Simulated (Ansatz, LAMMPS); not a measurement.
# Glassy 84SiO2-16BaO (mol %) (71 atoms) under strain, part 4 of 4

Aim: relax glassy 84SiO2-16BaO (mol %) (71 atoms), then change its volume and shape to read moduli from the stress.

Ansatz 0.2.0; Kohn-Sham DFT, PBE, PAW (set soft_1), plane waves.

The cell: 21 Si, 4 Ba and 46 O. The quench rate of 200 K/ps far exceeds what a furnace or splat quench reaches. The starting topology of bonds comes from the classical model. Only the Γ point is sampled. Spin–orbit coupling is left out.

So far. Step 11 (Compressed by 1 % along x): The relaxation converged after 6 steps, 0.0603 eV below its start, with a largest force component of 0.047 eV/Å. Step 11 (Compressed by 1 % along x): Compressed by 1 % along x: the energy stands 0.0341 eV above that of the reference, at a pressure of 0.567 GPa.

### Step 12. Sheared by 2 % in xy

A shear of the relaxed cell gives the modulus that volume changes can't reach.

File input.yaml:

```yaml
crystal:
  lattice:
    - [10.04592, 0.11548, 0.1568]
    - [0.11539, 10.03719, -0.06104]
    - [0.15619, -0.05947, 9.91808]
  atoms:
    [... the 71 atom lines of step 4 ...]
kpoints:
  mp_grid: { grid: [1, 1, 1] }
hamiltonian:
  xc: pbe
  pseudopotentials: { kind: paw, azcp: { folder: soft_1 } }
scf:
  occupations: { method: fixed }
output:
  forces: true
  eigenvalues: true
  stress: true
relax:
  f_tol: 0.05
  max_steps: 70
```

Run with:

```bash
> ansatz run input.yaml --threads 4 --pin off --max-ram 8192MiB --backend cpu --events-out ev --progress --plain --runs-dir out
```

Numbers of over 12 decimals in the logs are rounded to 6 here.

The log of the run:

```text
[...]
Crystal: 71 atoms, lattice volume = 999.651 Å³
Basis set: ecut = 420 eV, 19527 PW (Γ), exchange–correlation on 144×144×144 points (8 copies of the dense FFT grid, shifted against one another)
Bands: 271, of which v1, the nominal top of the filled ones, is band 200 counted from 1 (199 counted from 0)
Symmetry: 1 space group operations
[...]
k-points: 1
[...]
SCF iter   1: F=—  HF=-63375.407505 eV  |F-HF|=—  |Δ(HF+E_count)|=         —  Δρ=1.01e-1  dr2=1.31e2  ethr=3.10e-3  ⟨swp⟩=7.0  Hψ=991  notcnv=0  defer=68
[...]
SCF iter   9: F=—  HF=-63333.480411 eV  |F-HF|=—  |Δ(HF+E_count)|=   1.57e-4  Δρ=7.72e-5  dr2=4.91e-5  ethr=3.24e-8  ⟨swp⟩=2.0  Hψ=367  notcnv=0  defer=69
SCF iter  10: F=-63333.480410 eV  HF=-63333.480408 eV  |F-HF|=2.14e-6  |Δ(HF+E_count)|=   2.90e-6  Δρ=1.67e-5  dr2=3.17e-6  ethr=1.23e-8  ⟨swp⟩=22.0  Hψ=2282  notcnv=0
SCF 1 converged in 10 iterations: F = -63333.480410 eV  dr2 = 3.17e-6
[...]
relax step   1: F+E_penalty+E_count = -63333.48040988 eV  Δ(F+E_penalty+E_count) = +0.000e0 eV  max|allowed force component| = 5.450e-1 eV/Å  Δτ_max = 0.0000 Å  (10 SCF iters, dr2 threshold 6.25e-5 eV, accepted)
[...]
relax step   2: F+E_penalty+E_count = -63333.52301498 eV  Δ(F+E_penalty+E_count) = -4.261e-2 eV  max|allowed force component| = 3.073e-1 eV/Å  Δτ_max = 0.0537 Å  (6 SCF iters, dr2 threshold 1.86e-5 eV, accepted)
[...]
relax step   3: F+E_penalty+E_count = -63333.55269401 eV  Δ(F+E_penalty+E_count) = -2.968e-2 eV  max|allowed force component| = 1.366e-1 eV/Å  Δτ_max = 0.0397 Å  (6 SCF iters, dr2 threshold 5.90e-6 eV, accepted)
relax step   4: F+E_penalty+E_count = -63333.55605487 eV  Δ(F+E_penalty+E_count) = -3.361e-3 eV  max|allowed force component| = 5.565e-2 eV/Å  Δτ_max = 0.0281 Å  (5 SCF iters, dr2 threshold 3.68e-6 eV, accepted)
[...]
relax step   5: F+E_penalty+E_count = -63333.55761643 eV  Δ(F+E_penalty+E_count) = -1.562e-3 eV  max|allowed force component| = 3.481e-2 eV/Å  Δτ_max = 0.0136 Å  (7 SCF iters, accepted)
SCF converged after 7 iterations
Free energy (F): -63333.557616 eV
[...]
Internal energy: -63333.557616 eV  (E = F + TS)
E sigma→0 (E₀):  -63333.557616 eV
Fermi energy:    4.689232 eV
[...]
Σ components = -63333.557616   (vs F -63333.557616, Δ=0.00e0)
--- Forces (eV/Å), atoms counted from 1 ---
  atom   1  Si     0.01567022    -0.01205077    -0.01220425
  atom   2  Si     0.01440546     0.02754970     0.00389314
  atom   3  Si    -0.00818068     0.00333175    -0.00011795
  atom   4  Si     0.00138316    -0.00383326     0.00919342
[...]
atom  71  O     -0.01009201     0.00314564    -0.01564149
  max |Σ_I F_I| component: 8.86e-5 eV/Å
--- Stress (GPa, compression-positive) ---
        0.060437      -0.754007       0.001000
       -0.754008       0.053390       0.072003
        0.001001       0.072003      -0.030575
  P = ⅓ Tr σ = 0.0278 GPa (0.278 kbar)
--- Band table (eV) ---
[...]
--- Relaxed structure (5 steps of the walk, 5 accepted, 0 SCFs on fresh bases) ---
  F+E_penalty+E_count = -63333.55761643 eV   max|allowed force component| = 3.481e-2 eV/Å
  atoms:
    - { symbol: Si, position: [0.760248, 0.936003, 0.552672] }
    - { symbol: Si, position: [0.088986, 0.587400, 0.721536] }
    - { symbol: Si, position: [0.312920, 0.831441, 0.484270] }
    - { symbol: Si, position: [0.590915, 0.188392, 0.544763] }
[...]
- { symbol: O, position: [0.237072, 0.250306, 0.768620] }
```

It took 28 s on 4 threads of Intel Xeon Platinum 8375C at 2.90GHz (Ice Lake), shared host; peak memory 1.3 GiB; 98 s of CPU time.

The relaxation converged after 5 steps, 0.0772 eV below its start, with a largest force component of 0.035 eV/Å.

Sheared by 2 % in xy: the energy stands 0.0489 eV above that of the reference, at a pressure of 0.0278 GPa.

### Step 13. Pressure against volume

Atoms are relaxed at each volume, in the scaled cell.

| volume change (%) | volume (Å³/atom) | energy change (meV/atom) | pressure (GPa) | largest move on relaxing (Å) | bonds | gap (eV) |
| --- | --- | --- | --- | --- | --- | --- |
| -10 | 12.673 | 26.97 | 6.55 | 0.39 | 116 | 3.71 |
| -6 | 13.236 | 9.18 | 3.65 | 0.23 | 115 | 3.61 |
| -3 | 13.659 | 2.21 | 1.72 | 0.11 | 112 | 3.52 |
| +0 | 14.081 | 0.00 | -0.02 | - | 110 | 3.43 |
| +3 | 14.503 | 2.18 | -1.56 | 0.11 | 110 | 3.34 |
| +6 | 14.926 | 8.03 | -2.91 | 0.20 | 110 | 3.23 |

### Step 14. Uniaxial strain and shear

Stress (GPa, compression positive) less that of the relaxed cell, atoms relaxed:

| strain | xx | yy | zz | xy | energy change (meV/atom) |
| --- | --- | --- | --- | --- | --- |
| stretched by 1 % along x | -1.059 | -0.300 | -0.278 | 0.033 | 0.48 |
| compressed by 1 % along x | 1.126 | 0.329 | 0.292 | -0.038 | 0.48 |
| sheared by 2 % in xy | 0.070 | 0.075 | -0.015 | -0.757 | 0.69 |

### Step 15. What came out

The bulk modulus, from the slope of pressure against ln V over the three points nearest the relaxed volume, is 54.6 GPa; a quadratic over all points gives a pressure derivative of about 2.8. The count of bonds runs from 110 to 116 over the series, so at some points contacts cross the cutoffs. The gap goes from 3.71 eV at the smallest volume to 3.23 eV at the largest, -2.9 eV per unit of ln V by a straight line, on the run's k-points. In the Cartesian axes of the cell, finite differences give C11 = 109, C12 = 31.5, C13 = 28.5 and C66 = 37.9 GPa (the shear of 2 % is the engineering strain, εxy = 0.01). The mean of C11, C12 and C13, which equals the bulk modulus in a cubic or isotropic solid, is 56.4 GPa: it agrees with the bulk modulus within 10 %. For an isotropic solid C66 would equal (C11 − C12)/2 = 38.9 GPa; so small a sample needn't be isotropic, and C66 rests on one shear. With the bulk modulus and C66 as K and G, Young's modulus would be about 92 GPa and Poisson's ratio 0.22.

Caveats: Strains are finite and relaxations stop at the force tolerance of the input, which can leave moduli too stiff; they are those of a static cell at zero temperature. Volumes are changed with the cell's shape held, so in an anisotropic solid the modulus lies over the one under free hydrostatic load. The program notes that the SCF threshold of the relaxations is loose for the stress.

The DFT runs together took 7.5 min of wall time.

[Logs are printed without paths, hosts, clocks, repeated set-up lines and the standing remarks that a program may print on its own settings, such as how far it seeks lower states.]

[Hosts, paths, dates, database ids (printed as entryN), source tags and the programs' standing remarks are cut or masked in the printed files.]
